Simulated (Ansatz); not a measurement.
G0W0 rungs for GaN (P6_3mc).

The database entry behind the starting cell differs from later determinations by our own check (about 0.3 % short, ideal inner coordinate), so it need not match the best structure at ambient conditions.

```xyz
4
Lattice="3.1800 0.0000 0.0000 -1.5900 2.7540 0.0000 0.0000 0.0000 5.1660" Properties=species:S:1:pos:R:3 pbc="T T T"
Ga    0.0000    1.8360    0.0000
Ga    1.5900    0.9180    2.5830
N     0.0000    1.8360    1.9373
N     1.5900    0.9180    4.5203
```

The cell and positions come from the Crystallography Open Database and are kept as given unless a step says otherwise. PAW set soft_2, made with PBE.

Runs so far (Ansatz 0.2.0, start PBE, default PAW files, 6×6×4 mesh). Times are wall times on 1 × NVIDIA H100 80GB HBM3 (shared by 6 runs) with 3 threads of AMD EPYC 7R13 (Zen 3), shared host, good to a factor of about two.

```tsv
bands summed	cutoff (eV)	gap on the mesh (eV)	time
65	60	2.968	17 s
153	120	3.104	15 s
```

What should the next rung give, with 308 bands and screening to 200 eV, and where is the limit?

The error falls about as one over the bands when the cutoff rises with them. A line through the two highest rungs given predicts 3.154 eV; the run gave 3.119 eV, a miss of 0.035 eV, so the law fails here: the steps don't follow it yet. The two highest rungs put the limit near 3.135 eV, the pair below near 3.204 eV; neither can be trusted until a further rung is run.

Gaps are over the mesh's points; an edge off the mesh would be missed. Limits: not at the basis limit; no spin-orbit coupling.

[Paths, hosts, dates, memory and timing lines, banners, echoed tables and standing remarks are left out of the program output.]

[Logs are printed without paths, hosts, clocks, repeated set-up lines and the standing remarks that a program may print on its own settings, such as how far it seeks lower states.]

[Runs of the session that timed out or met a known fault of the program may be left out.]

[Cells called generated may have been cut or substituted from an entry of the Crystallography Open Database or the Materials Project.]

[Hosts, paths, dates, database ids (printed as entryN), source tags and the programs' standing remarks are cut or masked in the printed files.]
